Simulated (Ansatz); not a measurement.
**How fast states decay through SrCaF4**

A new crystal, SrCaF4: structure, gap and complex bands. It is built by putting F for I in the SrCaI4 structure of space group P2/m, with the volume rescaled by atomic radii. The parent structure comes from the Materials Project.

Main program and level: Ansatz 0.2.0; LDA DFT, plane waves, PAW files, in the first sound run; inputs show where later runs differ.

The structure was built from a prototype and need not be the compound's stable phase.

**1. Set-up**

Symmetry: P2/m, No. 10, monoclinic system. Conventional cell: a = 5.870 Å, b = 3.759 Å, c = 6.539 Å, α = 90.00°, β = 90.23°, γ = 90.00°. Nearest to Sr lie 6 F at 2.65 Å. Nearest to Ca lie 6 F at 2.56 Å. Nearest to F lie 2 Ca at 2.56 Å and 1 Sr at 2.65 Å. F has 1 Ca at 2.56 Å and 2 Sr at 2.65 Å nearest. It derives from SrCaI4. F for I in the SrCaI4 structure of space group P2/m. Farther neighbours and most contacts between anions are not listed.

**2. Relaxing the new crystal**

The substituted atoms don't fit the parent's cell, so cell and atoms relax together. A small smearing keeps the run stable in case the gap closes on the way.

Contents of input.yaml:

```yaml
crystal:
  lattice:
    - [5.8704330487, 0.0, 0.0]
    - [0.0, 3.7590443762, 0.0]
    - [-0.0257660885, 0.0, 6.5384937902]
  atoms:
    - { symbol: Sr, position: [0.0, 0.0, 0.0] }
    - { symbol: Ca, position: [0.0, 0.5, 0.5] }
    - { symbol: F, position: [0.23905891, 0.0, 0.34453388] }
    - { symbol: F, position: [0.249088, 0.5, 0.82156253] }
    - { symbol: F, position: [0.750912, 0.5, 0.17843747] }
    - { symbol: F, position: [0.76094109, 0.0, 0.65546612] }
kpoints:
  mp_grid: { grid: [4, 6, 4] }
scf:
  occupations: { method: gaussian, width: 0.03 }
hamiltonian:
  xc: lda
output:
  forces: true
  stress: true
relax:
  f_tol: 0.02
  max_steps: 60
  cell: {}
```

The run is started by

```sh
> ansatz run input.yaml --threads 2 --pin off --max-ram 4096MiB --backend cpu --events-out ev --progress --plain --runs-dir out
```

Numbers of over 12 decimals in the logs are rounded to 6 here.

Output:

```text
Engine: ansatz 0.2.0, aarch64-unknown-linux-gnu
Pseudopotentials: kind: paw
Pseudopotential: Sr, paw, valence charge 10, recommended cutoff 420 eV (normal), Sr.paw.azcp
Pseudopotential: Ca, paw, valence charge 10, recommended cutoff 420 eV (normal), Ca.paw.azcp
Pseudopotential: F, paw, valence charge 7, recommended cutoff 420 eV (normal), F.paw.azcp
Functional definition: SPW92
  exchange = slater_x
  correlation = pw_c
Crystal: 6 atoms, lattice volume = 144.286 Å³
Basis set: ecut = 420 eV, 2823 PW (Γ)
Bands: 30, of which v1, the nominal top of the filled ones, is band 24 counted from 1 (23 counted from 0)
Symmetry: 4 space group operations
Space group: P2/m (ITA 10), of the structure as read, at distance tolerance 5.2e-5 Å
k-points: 40 of 96
Non-local potential: Sr, projectors of the file, l = 0: 3, l = 1: 2, l = 2: 2
Non-local potential: Ca, projectors of the file, l = 0: 3, l = 1: 2, l = 2: 2
Non-local potential: F, projectors of the file, l = 0: 2, l = 1: 2, l = 2: 1
PAW form: soft (Blöchl's): semilocal exchange-correlation on the pseudo side does not see the compensation charge
PAW frozen core: Sr, regenerated for the run's functional, and the local potential with it (the file was generated under x = pbe(κ = 0.804, μ = 0.219515), c = pbe(β = 0.066725))
PAW frozen core: Ca, regenerated for the run's functional, and the local potential with it (the file was generated under x = pbe(κ = 0.804, μ = 0.219515), c = pbe(β = 0.066725))
PAW frozen core: F, regenerated for the run's functional, and the local potential with it (the file was generated under x = pbe(κ = 0.804, μ = 0.219515), c = pbe(β = 0.066725))
PAW one-centre angular grid: Sr, 110 points (default); XC on 64 Gauss nodes
PAW one-centre angular grid: Ca, 110 points (default); XC on 64 Gauss nodes
PAW one-centre angular grid: F, 110 points (default); XC on 64 Gauss nodes
Initial density: superposition of atomic densities (neutral atoms: chi_scale 0, normalization atom), corrected by the library's trained network
Initial wavefunctions: pseudopotential atomic-orbital guess
Functional: x = slater, c = lda
SCF iter   1: F=—  HF=-8400.465070 eV  |F-HF|=—  |Δ(HF+E_count)|=         —  Δρ=1.27e-2  dr2=1.80e-1  ethr=1.77e-3  ⟨swp⟩=11.3  Hψ=7583  notcnv=0
preconditioner: auto → Resta (q_TF=auto, 2.271 Å⁻¹)  ε∞=2.8  [insulator: Δε(μ)=4.946 eV  Ē_g=15.178 eV  σ=0.030 eV  W_gap=1.00  n_scr=34 (ndim 8)  ℏωp=20.5 eV  f_vac=0.294  D(μ)=0.00/eV (n_scr^D=0)  ε∞_Penn≈2.8]
SCF iter   2: F=—  HF=-8400.420408 eV  |F-HF|=—  |Δ(HF+E_count)|=   4.47e-2  Δρ=5.18e-3  dr2=1.60e-2  ethr=3.76e-4  ⟨swp⟩=2.3  Hψ=2486  notcnv=0  defer=56
SCF iter   3: F=—  HF=-8400.416449 eV  |F-HF|=—  |Δ(HF+E_count)|=   3.96e-3  Δρ=1.43e-3  dr2=2.33e-3  ethr=3.33e-5  ⟨swp⟩=2.2  Hψ=2044  notcnv=0  defer=56
SCF iter   4: F=—  HF=-8400.416018 eV  |F-HF|=—  |Δ(HF+E_count)|=   4.31e-4  Δρ=4.17e-4  dr2=1.64e-4  ethr=4.85e-6  ⟨swp⟩=2.0  Hψ=1790  notcnv=0  defer=56
SCF iter   5: F=—  HF=-8400.416025 eV  |F-HF|=—  |Δ(HF+E_count)|=   6.83e-6  Δρ=8.63e-5  dr2=1.60e-5  ethr=3.42e-7  ⟨swp⟩=2.1  Hψ=1658  notcnv=0  defer=56
SCF iter   6: F=—  HF=-8400.416035 eV  |F-HF|=—  |Δ(HF+E_count)|=   1.06e-5  Δρ=1.40e-4  dr2=1.82e-5  ethr=3.34e-8  ⟨swp⟩=2.0  Hψ=1967  notcnv=0  defer=56
SCF iter   7: F=—  HF=-8400.416032 eV  |F-HF|=—  |Δ(HF+E_count)|=   3.24e-6  Δρ=1.01e-5  dr2=1.40e-7  ethr=3.34e-8  ⟨swp⟩=2.0  Hψ=1858  notcnv=0  defer=56
SCF iter   8: F=-8400.416032 eV  HF=-8400.416032 eV  |F-HF|=2.89e-9  |Δ(HF+E_count)|=   1.61e-7  Δρ=3.45e-6  dr2=1.92e-8  ethr=2.08e-10  ⟨swp⟩=5.0  Hψ=4671  notcnv=0
SCF 1 converged in 8 iterations: F = -8400.416032 eV  dr2 = 1.92e-8
  greatest PAW one-centre occupation: 0.996 electrons in one spin orbital (limit 2), on the Ca atom at site 1 (counted from 0), in its partial waves of l = 0
relax step   1: F+E_penalty+E_count = -8400.41603224 eV  Δ(F+E_penalty+E_count) = +0.000e0 eV  max|allowed force component| = 2.440e0 eV/Å  Δτ_max = 0.0000 Å  P = -10.954 GPa  Ω = 144.286 Å³  (8 SCF iters, dr2 threshold 1.00e-7 eV, accepted)
Crystal: 6 atoms, lattice volume = 133.974 Å³
Basis set: ecut = 420 eV, 2643 PW (Γ)
Initial density: handed on by an earlier stage of this run
Initial wavefunctions: those handed on with the density
iter 1 solved again at ethr=8.77e-4 eV; its pass at ethr=3.10e-3 eV (dr2=4.21e-1 eV) is discarded
SCF iter   1: F=—  HF=-8402.736606 eV  |F-HF|=—  |Δ(HF+E_count)|=         —  Δρ=2.60e-2  dr2=4.25e-1  ethr=8.77e-4  ⟨swp⟩=1.0  Hψ=7219  notcnv=0
preconditioner: auto → Resta (q_TF=auto, 2.299 Å⁻¹)  ε∞=2.8  [insulator: Δε(μ)=5.932 eV  Ē_g=16.006 eV  σ=0.030 eV  W_gap=1.00  n_scr=34 (ndim 8)  ℏωp=21.3 eV  f_vac=0.290  D(μ)=0.00/eV (n_scr^D=0)  ε∞_Penn≈2.8]
SCF iter   2: F=—  HF=-8402.605407 eV  |F-HF|=—  |Δ(HF+E_count)|=   1.31e-1  Δρ=1.17e-2  dr2=7.82e-2  ethr=8.77e-4  ⟨swp⟩=2.6  Hψ=1957  notcnv=0
SCF iter   3: F=—  HF=-8402.586323 eV  |F-HF|=—  |Δ(HF+E_count)|=   1.91e-2  Δρ=4.61e-3  dr2=2.21e-2  ethr=1.63e-4  ⟨swp⟩=2.4  Hψ=2286  notcnv=0  defer=2
SCF iter   4: F=—  HF=-8402.582332 eV  |F-HF|=—  |Δ(HF+E_count)|=   3.99e-3  Δρ=1.42e-3  dr2=2.37e-3  ethr=4.60e-5  ⟨swp⟩=2.5  Hψ=1948  notcnv=0  defer=2
SCF iter   5: F=—  HF=-8402.582511 eV  |F-HF|=—  |Δ(HF+E_count)|=   1.79e-4  Δρ=2.00e-4  dr2=7.30e-5  ethr=4.94e-6  ⟨swp⟩=2.0  Hψ=1704  notcnv=0  defer=2
SCF iter   6: F=—  HF=-8402.582593 eV  |F-HF|=—  |Δ(HF+E_count)|=   8.14e-5  Δρ=1.74e-4  dr2=2.50e-5  ethr=1.52e-7  ⟨swp⟩=2.6  Hψ=1970  notcnv=0  defer=2
SCF iter   7: F=—  HF=-8402.582589 eV  |F-HF|=—  |Δ(HF+E_count)|=   3.02e-6  Δρ=5.24e-5  dr2=2.41e-6  ethr=5.21e-8  ⟨swp⟩=2.1  Hψ=2068  notcnv=0  defer=2
SCF iter   8: F=-8402.582590 eV  HF=-8402.582590 eV  |F-HF|=2.03e-7  |Δ(HF+E_count)|=   4.43e-7  Δρ=9.75e-6  dr2=1.25e-7  ethr=1.25e-9  ⟨swp⟩=5.0  Hψ=4494  notcnv=0
SCF 2 converged in 8 iterations: F = -8402.582590 eV  dr2 = 1.25e-7
relax step   2: F+E_penalty+E_count = -8402.58259013 eV  Δ(F+E_penalty+E_count) = -2.167e0 eV  max|allowed force component| = 1.448e0 eV/Å  Δτ_max = 0.1950 Å  P = -7.095 GPa  Ω = 133.974 Å³  energy of the carried Pulay correction = +3.239e-2 eV  (8 SCF iters, dr2 threshold 6.00e-7 eV, accepted)
Crystal: 6 atoms, lattice volume = 122.225 Å³
Basis set: ecut = 420 eV, 2353 PW (Γ)
iter 1 solved again at ethr=6.65e-4 eV; its pass at ethr=3.10e-3 eV (dr2=3.19e-1 eV) is discarded
SCF iter   1: F=—  HF=-8403.560004 eV  |F-HF|=—  |Δ(HF+E_count)|=         —  Δρ=2.24e-2  dr2=3.23e-1  ethr=6.65e-4  ⟨swp⟩=1.1  Hψ=7348  notcnv=0
[...]
relax step  16: F+E_penalty+E_count = -8403.48756847 eV  Δ(F+E_penalty+E_count) = -2.188e-2 eV  max|allowed force component| = 3.190e-2 eV/Å  Δτ_max = 0.0654 Å  P = +0.012 GPa  Ω = 118.167 Å³  energy of the carried Pulay correction = +3.149e-2 eV  (8 SCF iters, dr2 threshold 4.80e-8 eV, accepted)
relax step  17: F+E_penalty+E_count = -8403.51404404 eV  Δ(F+E_penalty+E_count) = -2.648e-2 eV  max|allowed force component| = 6.192e-2 eV/Å  Δτ_max = 0.0693 Å  P = +0.059 GPa  Ω = 111.448 Å³  energy of the carried Pulay correction = +4.065e-2 eV  (8 SCF iters, dr2 threshold 6.36e-8 eV, accepted)
relax step  18: F+E_penalty+E_count = -8403.54644184 eV  Δ(F+E_penalty+E_count) = -3.240e-2 eV  max|allowed force component| = 7.363e-2 eV/Å  Δτ_max = 0.0823 Å  P = +0.045 GPa  Ω = 104.820 Å³  energy of the carried Pulay correction = +4.669e-2 eV  (7 SCF iters, dr2 threshold 2.40e-7 eV, accepted)
relax step  19: F+E_penalty+E_count = -8403.57647193 eV  Δ(F+E_penalty+E_count) = -3.003e-2 eV  max|allowed force component| = 7.869e-2 eV/Å  Δτ_max = 0.0965 Å  P = +0.189 GPa  Ω = 98.096 Å³  energy of the carried Pulay correction = +5.063e-2 eV  (7 SCF iters, dr2 threshold 4.24e-7 eV, accepted)
relax step  20: F+E_penalty+E_count = -8403.58737049 eV  Δ(F+E_penalty+E_count) = -1.090e-2 eV  max|allowed force component| = 8.987e-2 eV/Å  Δτ_max = 0.1647 Å  P = -0.357 GPa  Ω = 92.061 Å³  energy of the carried Pulay correction = +5.294e-2 eV  (7 SCF iters, dr2 threshold 6.00e-7 eV, accepted)
relax step  21: F+E_penalty+E_count = -8403.58976301 eV  Δ(F+E_penalty+E_count) = -2.393e-3 eV  max|allowed force component| = 9.413e-2 eV/Å  Δτ_max = 0.0679 Å  P = -0.061 GPa  Ω = 92.457 Å³  energy of the carried Pulay correction = +5.287e-2 eV  (6 SCF iters, dr2 threshold 6.00e-7 eV, accepted)
relax step  22: F+E_penalty+E_count = -8403.58911593 eV  Δ(F+E_penalty+E_count) = +6.471e-4 eV  max|allowed force component| = 1.029e-1 eV/Å  Δτ_max = 0.0432 Å  P = -0.140 GPa  Ω = 94.124 Å³  energy of the carried Pulay correction = +5.230e-2 eV  (6 SCF iters, dr2 threshold 5.54e-7 eV, rejected (line search))
relax step  23: F+E_penalty+E_count = -8403.59223251 eV  Δ(F+E_penalty+E_count) = -2.470e-3 eV  max|allowed force component| = 2.467e-2 eV/Å  Δτ_max = 0.0284 Å  P = +0.176 GPa  Ω = 92.624 Å³  energy of the carried Pulay correction = +5.280e-2 eV  (9 SCF iters, accepted)
relax step  24: F+E_penalty+E_count = -8403.59271011 eV  Δ(F+E_penalty+E_count) = -4.776e-4 eV  max|allowed force component| = 2.465e-3 eV/Å  Δτ_max = 0.0073 Å  P = +0.009 GPa  Ω = 92.936 Å³  energy of the carried Pulay correction = +5.268e-2 eV  (5 SCF iters, dr2 threshold 2.23e-7 eV, accepted)
relax step  25: F+E_penalty+E_count = -8403.56863614 eV  Δ(F+E_penalty+E_count) = +2.407e-2 eV  max|allowed force component| = 3.384e-3 eV/Å  Δτ_max = 0.0000 Å  P = +0.125 GPa  Ω = 92.936 Å³  stress off target by 2.79e-1 GPa  SCF on the basis re-selected at this cell (its energy is not comparable with the rows above)  (7 SCF iters)
relax step  26: F+E_penalty+E_count = -8403.56889814 eV  Δ(F+E_penalty+E_count) = -2.620e-4 eV  max|allowed force component| = 2.322e-3 eV/Å  Δτ_max = 0.0039 Å  P = +0.022 GPa  Ω = 92.937 Å³  energy of the carried Pulay correction = +7.668e-6 eV  (5 SCF iters, dr2 threshold 1.94e-7 eV, accepted)
iter 1 solved again at ethr=2.15e-6 eV; its pass at ethr=3.10e-3 eV (dr2=1.03e-3 eV) is discarded
SCF iter   1: F=—  HF=-8403.568807 eV  |F-HF|=—  |Δ(HF+E_count)|=         —  Δρ=4.52e-5  dr2=2.44e-7  ethr=2.15e-6  ⟨swp⟩=3.1  Hψ=9916  notcnv=0
eigensolver tolerance schedule: the retry pair's looser diagonalisation over-reported the residual by 4223.06 of it (diagonalisation noise at an unbounded share of the residual, at the tolerance the schedule requests for it); recorded, not acted on — ethr = c·dr2/N_el stays at c = 1.0e-1
preconditioner: auto → Resta (q_TF=auto, 2.444 Å⁻¹)  ε∞=3.3  [insulator: Δε(μ)=6.145 eV  Ē_g=16.976 eV  σ=0.030 eV  W_gap=1.00  n_scr=22 (ndim 8)  ℏωp=25.5 eV  f_vac=0.132  D(μ)=0.00/eV (n_scr^D=0)  ε∞_Penn≈3.3]
SCF iter   2: F=—  HF=-8403.568802 eV  |F-HF|=—  |Δ(HF+E_count)|=   5.04e-6  Δρ=2.34e-5  dr2=7.48e-8  ethr=5.08e-10  ⟨swp⟩=3.0  Hψ=2980  notcnv=0
SCF iter   3: F=—  HF=-8403.568802 eV  |F-HF|=—  |Δ(HF+E_count)|=   1.16e-7  Δρ=8.16e-6  dr2=3.40e-8  ethr=1.56e-10  ⟨swp⟩=2.0  Hψ=2075  notcnv=0
SCF iter   4: F=—  HF=-8403.568802 eV  |F-HF|=—  |Δ(HF+E_count)|=   7.94e-9  Δρ=1.25e-6  dr2=1.08e-9  ethr=7.09e-11  ⟨swp⟩=2.1  Hψ=1994  notcnv=0
SCF iter   5: F=—  HF=-8403.568802 eV  |F-HF|=—  |Δ(HF+E_count)|=  3.82e-11  Δρ=5.87e-7  dr2=2.87e-10  ethr=2.25e-12  ⟨swp⟩=2.0  Hψ=1744  notcnv=0
SCF iter   6: F=-8403.568802 eV  HF=-8403.568802 eV  |F-HF|=2.36e-11  |Δ(HF+E_count)|=  5.82e-11  Δρ=2.50e-7  dr2=3.28e-11  ethr=1.00e-12  ⟨swp⟩=3.9  Hψ=5420  notcnv=0
SCF 27 converged in 6 iterations: F = -8403.568802 eV  dr2 = 3.28e-11
relax step  27: F+E_penalty+E_count = -8403.56880204 eV  Δ(F+E_penalty+E_count) = +9.610e-5 eV  max|allowed force component| = 2.408e-3 eV/Å  Δτ_max = 0.0000 Å  P = +0.023 GPa  Ω = 92.937 Å³  stress off target by 4.97e-2 GPa  SCF on the basis re-selected at this cell (its energy is not comparable with the rows above)  (6 SCF iters)
basis re-selected at this cell: Δ(F+E_penalty+E_count) = +9.610e-5 eV, ΔP = +0.001 GPa vs the last step (what re-selecting the basis moved, of the pressure what is left beyond the Pulay correction that the steps carried, after the strain that the cell walked since its last selection, with what the two solves' SCF thresholds leave and, on support functions, any second-order correction that the steps lacked; it is no m [...]
SCF converged after 6 iterations
Free energy (F): -8403.568802 eV
Harris-Foulkes:  -8403.568802 eV  (|F-HF|=2.36e-11)
Internal energy: -8403.568802 eV  (E = F + TS)
E sigma→0 (E₀):  -8403.568802 eV
Fermi energy:    5.530949 eV
--- Per-component energies (eV) ---
  E_band       = -365.548528
  E_kinetic    = 1350.265406
  E_local      = -3801.169572  (includes V_loc(G=0)·N_el)
  E_nonlocal   = 576.459338
  E_hartree    = 1313.509500
  E_xc         = -622.348452
  E_vxc        = -740.354024  (∫ρ·V_xc dr)
  E_paw        = -4163.677264  (= ΣΔE_a)
  E_vpaw       = -377.776718  (= ΣTr[D̂ρ^β])
  E_aug_tail   = 0.008090  (compensation charges beyond the density's cutoff)
  E_ewald      = -3057.646157
  E_core_change = 1.030308  (= ΣΔE_core)
  E_smearing   = -0.000000  (= −TS)
  E_closure    = 0.000000  (closes the sum)
  Σ components = -8403.568802   (vs F -8403.568802, Δ=0.00e0)
--- Forces (eV/Å), atoms counted from 1 ---
  atom   1  Sr     0.00000000     0.00000000     0.00000000
  atom   2  Ca    -0.00000000     0.00000000     0.00000000
  atom   3  F     -0.00076438    -0.00000000     0.00240811
  atom   4  F      0.00172932    -0.00000000     0.00080718
  atom   5  F     -0.00172932     0.00000000    -0.00080718
  atom   6  F      0.00076438     0.00000000    -0.00240811
  max |Σ_I F_I| component: 2.17e-19 eV/Å
--- Stress (GPa, compression-positive) ---
        0.000356       0.000000      -0.004175
        0.000000       0.019180       0.000000
       -0.004175       0.000000       0.049317
  P = ⅓ Tr σ = 0.0230 GPa (0.230 kbar)
--- Relaxed structure (23 steps of the walk, 22 accepted, 4 SCFs on fresh bases) ---
  F+E_penalty+E_count = -8403.56880204 eV   max|allowed force component| = 2.408e-3 eV/Å   (the final SCF, on the basis selected at the relaxed cell)
  cell:  # Å, volume = 92.9368 Å³
    - [4.058947, 0.0, -0.202979]
    - [0.0, 3.587961, 0.0]
    - [-0.243894, 0.0, 6.393751]
  atoms:
    - { symbol: Sr, position: [-1.181596258697682e-18, 0.0, 0] }
    - { symbol: Ca, position: [-3.469446951953614e-18, 0.500000, 0.5] }
    - { symbol: F, position: [0.222820, 0.0, 0.354747] }
    - { symbol: F, position: [0.245996, 0.500000, 0.828740] }
    - { symbol: F, position: [0.754004, 0.500000, 0.171260] }
    - { symbol: F, position: [0.777180, 0.0, 0.645253] }
```

It took 97 s on 2 threads of Arm Neoverse V2, shared host; peak memory 0.45 GiB; 3.2 min of CPU time.

Relaxation path (22 of 27):

```
step  energy less that of the first step (eV)  largest force component (eV/Å)  pressure (GPa)  volume (Å³)
   1                                   0.0000                          2.4399          -10.95       144.29
   2                                  -2.1666                          1.4478           -7.09       133.97
   3                                  -3.0197                          0.0537            1.86       122.22
   5                                  -3.0509                          0.0073            0.04       130.41
   6                                  -3.0486                          0.0140            0.08       131.42
   7                                  -3.0366                          0.0025           -0.03       136.47
   8                                  -3.0351                          0.0011           -0.01       136.95
  10                                  -3.0297                          0.0098            0.02       134.43
  11                                  -3.0338                          0.0016            0.00       133.12
  12                                  -3.0368                          0.0027            0.01       132.05
  13                                  -3.0384                          0.0007            0.00       131.46
  15                                  -3.0497                          0.0277            0.05       124.90
  16                                  -3.0715                          0.0319            0.01       118.17
  17                                  -3.0980                          0.0619            0.06       111.45
  18                                  -3.1304                          0.0736            0.05       104.82
  20                                  -3.1713                          0.0899           -0.36        92.06
  21                                  -3.1737                          0.0941           -0.06        92.46
  22                                  -3.1731                          0.1029           -0.14        94.12
  23                                  -3.1762                          0.0247            0.18        92.62
 25*                                  -3.1526                          0.0034            0.12        92.94
  26                                  -3.1529                          0.0023            0.02        92.94
 27*                                  -3.1528                          0.0024            0.02        92.94
```

Relaxation steps marked * repeat the geometry before them on a plane-wave basis chosen anew for their cell, so energy and pressure can jump there. Other such steps can lie between the rows shown. Relaxation step 22 was tried and not accepted.

Forces are held to the 4 operations that the run works with; a distortion that breaks them can't arise in this run.

```
     cell as run  before  after   change
           a (Å)   5.870  4.064  -30.8 %
           b (Å)   3.759  3.588   -4.6 %
           c (Å)   6.539  6.398   -2.1 %
           β (°)   90.23  95.05   +5.3 %
volume (Å³/atom)   24.05  15.49  -35.6 %
```

The atoms that moved most (Å, as changes of fractional coordinates times the final cell):

```
atom      dx     dy      dz  length
  F6   0.068  0.000  -0.069   0.097
  F3  -0.068  0.000   0.069   0.097
  F5   0.014  0.000  -0.047   0.049
  F4  -0.014  0.000   0.047   0.049
```

Numbers from this step:

```
free energy  : -8403.5688 eV
Fermi energy : 5.531 eV
pressure     : 0.02295 GPa
```

The largest force component on a free atom ends at 0.0024 eV/Å.

(Part 1 of 3 ends here.)

[Logs are printed without paths, hosts, clocks, repeated set-up lines and the standing remarks that a program may print on its own settings, such as how far it seeks lower states.]

[Hosts, paths, dates, database ids (printed as entryN), source tags and the programs' standing remarks are cut or masked in the printed files.]

[New means built here by substitution; the compound itself may be known and measured.]
